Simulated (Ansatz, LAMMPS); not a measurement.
# Amorphous 64SiO2-25Y2O3-11Al2O3 (mol %) (164 atoms) under strain

How stiff is amorphous 64SiO2-25Y2O3-11Al2O3 (mol %) (164 atoms)?

Program: Ansatz 0.2.0. Level of theory: Kohn-Sham DFT, revPBE, PAW (set soft_2), plane waves. Results are calculated unless marked as measured.

### 1. Starting point

The cell holds 164 atoms: 28 Si, 22 Y, 10 Al and 104 O. Cell: a = 13.216 Å, b = 13.216 Å, c = 13.216 Å, α = 90.0°, β = 90.0°, γ = 90.0°. 164 atoms (28 Si, 22 Er, 10 Al, 104 O) placed at random at 4.5 g/cm³, melted at 5000 K for 10 ps at fixed volume with the Morse and Coulomb pair potential with partial charges (Pedone, Malavasi, Menziani, Cormack and Segre, J. Phys. Chem. B 110, 11780 (2006)). Quenched from 5000 K to 300 K at 30 K/ps and fixed volume, held 10 ps at zero pressure, then minimised at fixed cell. Then Er was replaced by Y and the cell scaled by 1.01 (the potential has no terms for the new elements, so the cell is a start for a DFT relaxation).

Limits known from the start: The quench rate of 30 K/ps is orders of magnitude faster than experiment, which tends to freeze in extra defects. The network of bonds at the start is that of the classical potential that made the cell, and needn't be the one that DFT or experiment would give. Sampling is at Γ alone.

### 2. Single point at the start

The forces at the start show how far the geometry lies from a minimum of this functional.

The input, input.yaml:

```yaml
crystal:
  lattice:
    - [13.21606, 0.0, 0.0]
    - [0.0, 13.21606, 0.0]
    - [0.0, 0.0, 13.21606]
  atoms:
    - { symbol: Si, position: [0.06397, 0.24283, 0.89631] }
    - { symbol: Si, position: [0.54354, 0.03938, 0.05117] }
    - { symbol: Si, position: [0.66616, 0.947, 0.48146] }
    - { symbol: Si, position: [0.49175, 0.91454, 0.86301] }
    - { symbol: Si, position: [0.57244, 0.28959, 0.34828] }
    - { symbol: Si, position: [0.36976, 0.26, 0.9176] }
    - { symbol: Si, position: [0.05154, 0.62819, 0.82254] }
    - { symbol: Si, position: [0.24715, 0.60129, 0.93383] }
    - { symbol: Si, position: [0.68509, 0.3409, 0.15773] }
    - { symbol: Si, position: [0.75134, 0.63325, 0.37101] }
    - { symbol: Si, position: [0.30868, 0.83141, 0.54431] }
    - { symbol: Si, position: [0.18797, 0.13428, 0.7221] }
    - { symbol: Si, position: [0.71939, 0.48089, 0.8243] }
    - { symbol: Si, position: [0.38207, 0.18805, 0.58433] }
    - { symbol: Si, position: [0.15313, 0.6636, 0.48482] }
    - { symbol: Si, position: [0.85711, 0.37947, 0.55485] }
    - { symbol: Si, position: [0.42174, 0.13296, 0.24213] }
    - { symbol: Si, position: [0.4648, 0.67648, 0.86276] }
    - { symbol: Si, position: [0.36768, 0.43578, 0.05137] }
    - { symbol: Si, position: [0.02463, 0.51139, 0.62883] }
    - { symbol: Si, position: [0.39497, 0.7549, 0.19073] }
    - { symbol: Si, position: [0.98704, 0.05509, 0.61879] }
    - { symbol: Si, position: [0.93076, 0.88142, 0.24118] }
    - { symbol: Si, position: [0.86592, 0.19015, 0.16417] }
    - { symbol: Si, position: [0.30695, 0.93816, 0.32945] }
    - { symbol: Si, position: [0.85801, 0.28803, 0.77725] }
    - { symbol: Si, position: [0.84759, 0.51032, 0.1977] }
    - { symbol: Si, position: [0.70388, 0.85266, 0.79832] }
    - { symbol: "Y", position: [0.98126, 0.00151, 0.00348] }
    - { symbol: "Y", position: [0.93224, 0.84336, 0.77155] }
    - { symbol: "Y", position: [0.99165, 0.63498, 0.33168] }
    - { symbol: "Y", position: [0.04908, 0.73002, 0.07681] }
    [... 126 atom lines left out ...]
    - { symbol: O, position: [0.6167, 0.40905, 0.8261] }
    - { symbol: O, position: [0.46297, 0.26184, 0.63782] }
    - { symbol: O, position: [0.63064, 0.10252, 0.9957] }
    - { symbol: O, position: [0.35057, 0.63158, 0.87841] }
    - { symbol: O, position: [0.7885, 0.78764, 0.85877] }
    - { symbol: O, position: [0.93725, 0.2915, 0.13799] }
kpoints:
  mp_grid: { grid: [1, 1, 1] }
hamiltonian:
  xc: revpbe
scf:
  occupations: { method: fixed }
output:
  forces: true
```

On the command line:

```
ansatz run input.yaml --threads 4 --pin off --max-ram 8192MiB --backend cpu --events-out ev --progress --plain --runs-dir out
```

Numbers of over 12 decimals in the logs are rounded to 6 here.

The log of the run:

```text
[...]
Pseudopotentials: kind: paw
Pseudopotential: Si, paw, valence charge 4, recommended cutoff 420 eV (normal), Si.paw.azcp
Pseudopotential: Y, paw, valence charge 11, recommended cutoff 420 eV (normal), Y.paw.azcp
Pseudopotential: Al, paw, valence charge 3, recommended cutoff 420 eV (normal), Al.paw.azcp
Pseudopotential: O, paw, valence charge 6, recommended cutoff 420 eV (normal), O.paw.azcp
[... 5 lines on functional and potentials left out ...]
Crystal: 164 atoms, lattice volume = 2308.373 Å³
Basis set: ecut = 420 eV, 45025 PW (Γ), exchange–correlation on 180×180×180 points (8 copies of the dense FFT grid, shifted against one another)
Bands: 668, of which v1, the nominal top of the filled ones, is band 504 counted from 1 (503 counted from 0)
Symmetry: 1 space group operations
Space group: P1 (ITA 1), of the structure as read, at distance tolerance 1.3e-4 Å
k-points: 1
[... 13 lines on functional and potentials left out ...]
Initial density: superposition of atomic densities (neutral atoms: chi_scale 0, normalization atom), corrected by the library's trained network
Initial wavefunctions: pseudopotential atomic-orbital guess
[...]
SCF iter   1: F=—  HF=-167412.027471 eV  |F-HF|=—  |Δ(HF+E_count)|=         —  Δρ=3.86e-3  dr2=3.93e-1  ethr=1.77e-3  ⟨swp⟩=6.0  Hψ=2463  notcnv=0  defer=160
preconditioner: auto → Resta (q_TF=auto, 2.376 Å⁻¹)  ε∞=3.4  [insulator: Δε(μ)=3.911 eV  Ē_g=15.643 eV  n_scr=484 (ndim 8)  ℏωp=24.0 eV  f_vac=0.123  ε∞_Penn≈3.4]
SCF iter   2: F=—  HF=-167411.933559 eV  |F-HF|=—  |Δ(HF+E_count)|=   9.39e-2  Δρ=2.01e-3  dr2=6.43e-2  ethr=3.89e-5  ⟨swp⟩=2.0  Hψ=998  notcnv=0  defer=162
SCF iter   3: F=—  HF=-167411.942705 eV  |F-HF|=—  |Δ(HF+E_count)|=   9.15e-3  Δρ=9.18e-4  dr2=2.24e-2  ethr=6.38e-6  ⟨swp⟩=3.0  Hψ=836  notcnv=0  defer=158
automatic band count: iteration 3 solves 664 bands in place of 668: the levels show a gap, and the empty bands left out lie too high to hold charge; the band table lists the bands solved (type scf.n_extra_bands for more)
SCF iter   4: F=—  HF=-167411.948085 eV  |F-HF|=—  |Δ(HF+E_count)|=   5.38e-3  Δρ=4.07e-4  dr2=3.88e-3  ethr=2.22e-6  ⟨swp⟩=3.0  Hψ=837  notcnv=0  defer=158
SCF iter   5: F=—  HF=-167411.948354 eV  |F-HF|=—  |Δ(HF+E_count)|=   2.68e-4  Δρ=1.40e-4  dr2=4.84e-4  ethr=3.85e-7  ⟨swp⟩=2.0  Hψ=838  notcnv=0  defer=158
[...]
SCF iter   9: F=—  HF=-167411.949292 eV  |F-HF|=—  |Δ(HF+E_count)|=   2.62e-6  Δρ=6.11e-6  dr2=7.39e-7  ethr=3.05e-10  ⟨swp⟩=2.0  Hψ=922  notcnv=0  defer=157
SCF iter  10: F=-167411.949293 eV  HF=-167411.949293 eV  |F-HF|=7.88e-8  |Δ(HF+E_count)|=   4.95e-7  Δρ=1.65e-6  dr2=6.90e-8  ethr=9.92e-12  ⟨swp⟩=2.0  Hψ=2000  notcnv=0
SCF 1 converged in 10 iterations: F = -167411.949293 eV  dr2 = 6.90e-8
[...]
SCF converged after 10 iterations
Free energy (F): -167411.949293 eV
Harris-Foulkes:  -167411.949293 eV  (|F-HF|=7.88e-8)
Internal energy: -167411.949293 eV  (E = F + TS)
E sigma→0 (E₀):  -167411.949293 eV
Fermi energy:    5.152832 eV
--- Per-component energies (eV) ---
[...]
Σ components = -167411.949293   (vs F -167411.949293, Δ=0.00e0)
--- Forces (eV/Å), atoms counted from 1 ---
  atom   1  Si     0.27668751    -0.53898660     0.14438389
  atom   2  Si     0.24736464    -0.46877312    -0.01604024
  atom   3  Si    -0.70081813    -1.32942992     0.54811372
  atom   4  Si     2.43509318    -0.77556349    -0.30762820
[...]
atom 164  O      0.64275616     0.17079161     0.45472810
  max |Σ_I F_I| component: 1.48e-4 eV/Å
```

The job ended after 61 s (4 threads of Arm Neoverse V1, shared host; peak memory 3.5 GiB).

The r.m.s. force at the start is 0.72 eV/Å.

### 3. Cell and atoms relaxed

The cell is relaxed with the atoms, since the starting lattice needn't suit this functional.

The input, input.yaml:

```yaml
crystal:
  lattice:
    - [13.21606, 0.0, 0.0]
    - [0.0, 13.21606, 0.0]
    - [0.0, 0.0, 13.21606]
  atoms:
    [... the 164 atom lines of step 2 ...]
kpoints:
  mp_grid: { grid: [1, 1, 1] }
hamiltonian:
  xc: revpbe
scf:
  occupations: { method: fixed }
output:
  forces: true
relax:
  f_tol: 0.05
  max_steps: 150
  cell: {}
```

The log of the run:

```text
[...]
Crystal: 164 atoms, lattice volume = 2308.373 Å³
Basis set: ecut = 420 eV, 45025 PW (Γ), exchange–correlation on 180×180×180 points (8 copies of the dense FFT grid, shifted against one another)
Bands: 668, of which v1, the nominal top of the filled ones, is band 504 counted from 1 (503 counted from 0)
Symmetry: 1 space group operations
[...]
k-points: 1
[...]
SCF iter   1: F=—  HF=-167412.027471 eV  |F-HF|=—  |Δ(HF+E_count)|=         —  Δρ=3.86e-3  dr2=3.93e-1  ethr=1.77e-3  ⟨swp⟩=6.0  Hψ=2463  notcnv=0  defer=160
[...]
SCF iter  10: F=-167411.949293 eV  HF=-167411.949293 eV  |F-HF|=7.88e-8  |Δ(HF+E_count)|=   4.95e-7  Δρ=1.65e-6  dr2=6.90e-8  ethr=9.92e-12  ⟨swp⟩=2.0  Hψ=2000  notcnv=0
SCF 1 converged in 10 iterations: F = -167411.949293 eV  dr2 = 6.90e-8
[...]
relax step   1: F+E_penalty+E_count = -167411.94929307 eV  Δ(F+E_penalty+E_count) = +0.000e0 eV  max|allowed force component| = 3.219e0 eV/Å  Δτ_max = 0.0000 Å  P = +3.387 GPa  Ω = 2308.373 Å³  (10 SCF iters, dr2 threshold 1.00e-7 eV, accepted)
[... from here on, the SCF cycles and remarks between the steps are left out ...]
relax step   2: F+E_penalty+E_count = -167415.24687015 eV  Δ(F+E_penalty+E_count) = -3.298e0 eV  max|allowed force component| = 1.410e0 eV/Å  Δτ_max = 0.1949 Å  P = +2.206 GPa  Ω = 2325.266 Å³  energy of the carried Pulay correction = -5.040e-2 eV  (8 SCF iters, dr2 threshold 1.64e-5 eV, accepted)
relax step   3: F+E_penalty+E_count = -167416.49641184 eV  Δ(F+E_penalty+E_count) = -1.250e0 eV  max|allowed force component| = 7.122e-1 eV/Å  Δτ_max = 0.0986 Å  P = +0.497 GPa  Ω = 2350.991 Å³  energy of the carried Pulay correction = -1.265e-1 eV  (8 SCF iters, dr2 threshold 1.64e-5 eV, accepted)
relax step   4: F+E_penalty+E_count = -167417.31662623 eV  Δ(F+E_penalty+E_count) = -8.202e-1 eV  max|allowed force component| = 1.072e0 eV/Å  Δτ_max = 0.2000 Å  P = -0.024 GPa  Ω = 2349.849 Å³  energy of the carried Pulay correction = -1.231e-1 eV  (8 SCF iters, dr2 threshold 1.64e-5 eV, accepted)
relax step   5: F+E_penalty+E_count = -167417.46147860 eV  Δ(F+E_penalty+E_count) = -1.449e-1 eV  max|allowed force component| = 4.544e-1 eV/Å  Δτ_max = 0.0505 Å  P = -0.104 GPa  Ω = 2349.891 Å³  energy of the carried Pulay correction = -1.232e-1 eV  (6 SCF iters, dr2 threshold 1.64e-5 eV, accepted)
relax step   6: F+E_penalty+E_count = -167417.60629137 eV  Δ(F+E_penalty+E_count) = -1.448e-1 eV  max|allowed force component| = 3.261e-1 eV/Å  Δτ_max = 0.2000 Å  P = +0.070 GPa  Ω = 2344.665 Å³  energy of the carried Pulay correction = -1.078e-1 eV  (8 SCF iters, dr2 threshold 1.29e-5 eV, accepted)
relax step   7: F+E_penalty+E_count = -167417.76198828 eV  Δ(F+E_penalty+E_count) = -1.557e-1 eV  max|allowed force component| = 2.019e-1 eV/Å  Δτ_max = 0.2000 Å  P = +0.115 GPa  Ω = 2347.270 Å³  energy of the carried Pulay correction = -1.155e-1 eV  (8 SCF iters, dr2 threshold 6.64e-6 eV, accepted)
relax step   8: F+E_penalty+E_count = -167417.77619726 eV  Δ(F+E_penalty+E_count) = -1.421e-2 eV  max|allowed force component| = 1.891e-1 eV/Å  Δτ_max = 0.0764 Å  P = -0.092 GPa  Ω = 2353.074 Å³  energy of the carried Pulay correction = -1.326e-1 eV  (8 SCF iters, dr2 threshold 2.55e-6 eV, accepted)
relax step   9: F+E_penalty+E_count = -167417.82079269 eV  Δ(F+E_penalty+E_count) = -4.460e-2 eV  max|allowed force component| = 3.455e-1 eV/Å  Δτ_max = 0.2000 Å  P = +0.081 GPa  Ω = 2347.782 Å³  energy of the carried Pulay correction = -1.170e-1 eV  (9 SCF iters, dr2 threshold 2.23e-6 eV, accepted)
relax step  10: F+E_penalty+E_count = -167417.84053788 eV  Δ(F+E_penalty+E_count) = -1.975e-2 eV  max|allowed force component| = 1.730e-1 eV/Å  Δτ_max = 0.0987 Å  P = +0.001 GPa  Ω = 2351.356 Å³  energy of the carried Pulay correction = -1.275e-1 eV  (7 SCF iters, dr2 threshold 7.46e-6 eV, accepted)
relax step  11: F+E_penalty+E_count = -167417.85529339 eV  Δ(F+E_penalty+E_count) = -1.476e-2 eV  max|allowed force component| = 2.417e-1 eV/Å  Δτ_max = 0.2000 Å  P = -0.075 GPa  Ω = 2349.313 Å³  energy of the carried Pulay correction = -1.215e-1 eV  (9 SCF iters, dr2 threshold 1.87e-6 eV, accepted)
relax step  12: F+E_penalty+E_count = -167417.88358936 eV  Δ(F+E_penalty+E_count) = -2.830e-2 eV  max|allowed force component| = 9.535e-2 eV/Å  Δτ_max = 0.0700 Å  P = +0.001 GPa  Ω = 2350.239 Å³  energy of the carried Pulay correction = -1.242e-1 eV  (8 SCF iters, dr2 threshold 3.65e-6 eV, accepted)
relax step  13: F+E_penalty+E_count = -167417.91743372 eV  Δ(F+E_penalty+E_count) = -3.384e-2 eV  max|allowed force component| = 6.238e-1 eV/Å  Δτ_max = 0.2000 Å  P = -0.040 GPa  Ω = 2348.426 Å³  energy of the carried Pulay correction = -1.189e-1 eV  (9 SCF iters, dr2 threshold 5.68e-7 eV, accepted)
relax step  14: F+E_penalty+E_count = -167417.90396057 eV  Δ(F+E_penalty+E_count) = +1.347e-2 eV  max|allowed force component| = 4.441e-1 eV/Å  Δτ_max = 0.1800 Å  P = -0.143 GPa  Ω = 2346.579 Å³  energy of the carried Pulay correction = -1.135e-1 eV  (7 SCF iters, dr2 threshold 1.64e-5 eV, rejected (line search))
relax step  15: F+E_penalty+E_count = -167417.96392547 eV  Δ(F+E_penalty+E_count) = -4.649e-2 eV  max|allowed force component| = 1.277e-1 eV/Å  Δτ_max = 0.0900 Å  P = -0.025 GPa  Ω = 2347.691 Å³  energy of the carried Pulay correction = -1.167e-1 eV  (13 SCF iters, accepted)
relax step  16: F+E_penalty+E_count = -167417.99049962 eV  Δ(F+E_penalty+E_count) = -2.657e-2 eV  max|allowed force component| = 1.163e-1 eV/Å  Δτ_max = 0.0974 Å  P = -0.023 GPa  Ω = 2346.534 Å³  energy of the carried Pulay correction = -1.133e-1 eV  (8 SCF iters, dr2 threshold 1.02e-6 eV, accepted)
relax step  17: F+E_penalty+E_count = -167417.99919255 eV  Δ(F+E_penalty+E_count) = -8.693e-3 eV  max|allowed force component| = 2.544e-1 eV/Å  Δτ_max = 0.0930 Å  P = -0.020 GPa  Ω = 2345.840 Å³  energy of the carried Pulay correction = -1.113e-1 eV  (8 SCF iters, dr2 threshold 8.46e-7 eV, accepted)
relax step  18: F+E_penalty+E_count = -167418.02184138 eV  Δ(F+E_penalty+E_count) = -2.265e-2 eV  max|allowed force component| = 1.054e-1 eV/Å  Δτ_max = 0.0837 Å  P = +0.057 GPa  Ω = 2342.864 Å³  energy of the carried Pulay correction = -1.025e-1 eV  (8 SCF iters, dr2 threshold 4.05e-6 eV, accepted)
relax step  19: F+E_penalty+E_count = -167418.01743877 eV  Δ(F+E_penalty+E_count) = +4.403e-3 eV  max|allowed force component| = 1.075e-1 eV/Å  Δτ_max = 0.0629 Å  P = -0.045 GPa  Ω = 2347.576 Å³  energy of the carried Pulay correction = -1.164e-1 eV  (8 SCF iters, dr2 threshold 6.94e-7 eV, accepted)
relax step  20: F+E_penalty+E_count = -167417.94731159 eV  Δ(F+E_penalty+E_count) = +7.013e-2 eV  max|allowed force component| = 6.792e-1 eV/Å  Δτ_max = 0.2000 Å  P = -0.039 GPa  Ω = 2346.885 Å³  energy of the carried Pulay correction = -1.144e-1 eV  (9 SCF iters, dr2 threshold 7.22e-7 eV, rejected (line search))
relax step  21: F+E_penalty+E_count = -167418.03200056 eV  Δ(F+E_penalty+E_count) = -1.456e-2 eV  max|allowed force component| = 8.574e-2 eV/Å  Δτ_max = 0.0310 Å  P = +0.007 GPa  Ω = 2345.607 Å³  energy of the carried Pulay correction = -1.106e-1 eV  (13 SCF iters, accepted)
relax step  22: F+E_penalty+E_count = -167418.03593342 eV  Δ(F+E_penalty+E_count) = -3.933e-3 eV  max|allowed force component| = 3.336e-2 eV/Å  Δτ_max = 0.0194 Å  P = -0.004 GPa  Ω = 2345.406 Å³  energy of the carried Pulay correction = -1.100e-1 eV  (7 SCF iters, dr2 threshold 4.59e-7 eV, accepted)
relax step  23: F+E_penalty+E_count = -167418.20117584 eV  Δ(F+E_penalty+E_count) = -1.652e-1 eV  max|allowed force component| = 3.334e-2 eV/Å  Δτ_max = 0.0000 Å  P = +0.113 GPa  Ω = 2345.406 Å³  stress off target by 2.49e-1 GPa  SCF on the basis re-selected at this cell (its energy is not comparable with the rows above)  (7 SCF iters)
relax step  24: F+E_penalty+E_count = -167418.19586527 eV  Δ(F+E_penalty+E_count) = +5.311e-3 eV  max|allowed force component| = 3.928e-2 eV/Å  Δτ_max = 0.0346 Å  P = -0.006 GPa  Ω = 2348.377 Å³  energy of the carried Pulay correction = -8.292e-3 eV  (8 SCF iters, dr2 threshold 1.54e-7 eV, accepted)
relax step  25: F+E_penalty+E_count = -167418.19659710 eV  Δ(F+E_penalty+E_count) = -7.318e-4 eV  max|allowed force component| = 2.113e-2 eV/Å  Δτ_max = 0.0237 Å  P = +0.007 GPa  Ω = 2348.681 Å³  energy of the carried Pulay correction = -9.300e-3 eV  (10 SCF iters, dr2 threshold 7.45e-9 eV, accepted)
relax step  26: F+E_penalty+E_count = -167418.20777520 eV  Δ(F+E_penalty+E_count) = -1.118e-2 eV  max|allowed force component| = 2.110e-2 eV/Å  Δτ_max = 0.0000 Å  P = +0.010 GPa  Ω = 2348.681 Å³  stress off target by 4.37e-2 GPa  SCF on the basis re-selected at this cell (its energy is not comparable with the rows above)  (5 SCF iters)
[...]
SCF converged after 5 iterations
Free energy (F): -167418.207775 eV
[...]
Internal energy: -167418.207775 eV  (E = F + TS)
E sigma→0 (E₀):  -167418.207775 eV
Fermi energy:    4.777819 eV
[...]
--- Forces (eV/Å), atoms counted from 1 ---
  atom   1  Si    -0.00526647    -0.00151100     0.00284630
  atom   2  Si     0.00498565    -0.00907948     0.00389989
  atom   3  Si     0.00735256     0.00066569    -0.00471922
  atom   4  Si     0.00930128    -0.00532248    -0.00674865
  atom   5  Si     0.00889999    -0.00408131    -0.00051078
  atom   6  Si     0.01102368     0.01029065    -0.00663488
  atom   7  Si    -0.00088843     0.00607290    -0.00504061
  atom   8  Si     0.01023927     0.00470076    -0.00327931
  atom   9  Si    -0.00046150    -0.00077524    -0.00388719
  atom  10  Si     0.00030320    -0.00124013     0.00363849
  atom  11  Si     0.00439652    -0.00275158     0.00026246
  atom  12  Si    -0.00388402     0.00057078    -0.00005930
  atom  13  Si     0.00709955     0.00528518    -0.00318144
  atom  14  Si    -0.00033682    -0.00047693     0.00074754
[...]
atom 163  O      0.00176235    -0.00007651    -0.00032800
  atom 164  O      0.00381222     0.00177271    -0.00364565
  max |Σ_I F_I| component: 7.12e-5 eV/Å
--- Stress (GPa, compression-positive) ---
        0.040524      -0.000947      -0.011258
       -0.000948      -0.013194      -0.001980
       -0.011253      -0.001985       0.003892
  P = ⅓ Tr σ = 0.0104 GPa (0.104 kbar)
--- Relaxed structure (24 steps of the walk, 22 accepted, 2 SCFs on fresh bases) ---
  F+E_penalty+E_count = -167418.20777520 eV   max|allowed force component| = 2.110e-2 eV/Å   (the final SCF, on the basis selected at the relaxed cell)
  cell:  # Å, volume = 2348.6811 Å³
    - [13.514046, -0.030681, -0.034195]
    - [-0.030681, 13.121109, 0.057429]
    - [-0.034195, 0.057429, 13.245900]
  atoms:
    - { symbol: Si, position: [0.067700, 0.253932, 0.899302] }
    - { symbol: Si, position: [0.545963, 0.029883, 0.057657] }
    - { symbol: Si, position: [0.644311, 0.946860, 0.472198] }
    - { symbol: Si, position: [0.504469, 0.916714, 0.862798] }
[...]
- { symbol: O, position: [0.947112, 0.314501, 0.168838] }
```

Run time: 23 min. Hardware: 4 threads; peak memory 3.6 GiB.

The relaxation converged after 24 steps, with a largest force component of 0.021 eV/Å.

[end of part 1 of 2]

[Logs are printed without paths, hosts, clocks, repeated set-up lines and the standing remarks that a program may print on its own settings, such as how far it seeks lower states.]

[Hosts, paths, dates, database ids (printed as entryN), source tags and the programs' standing remarks are cut or masked in the printed files.]
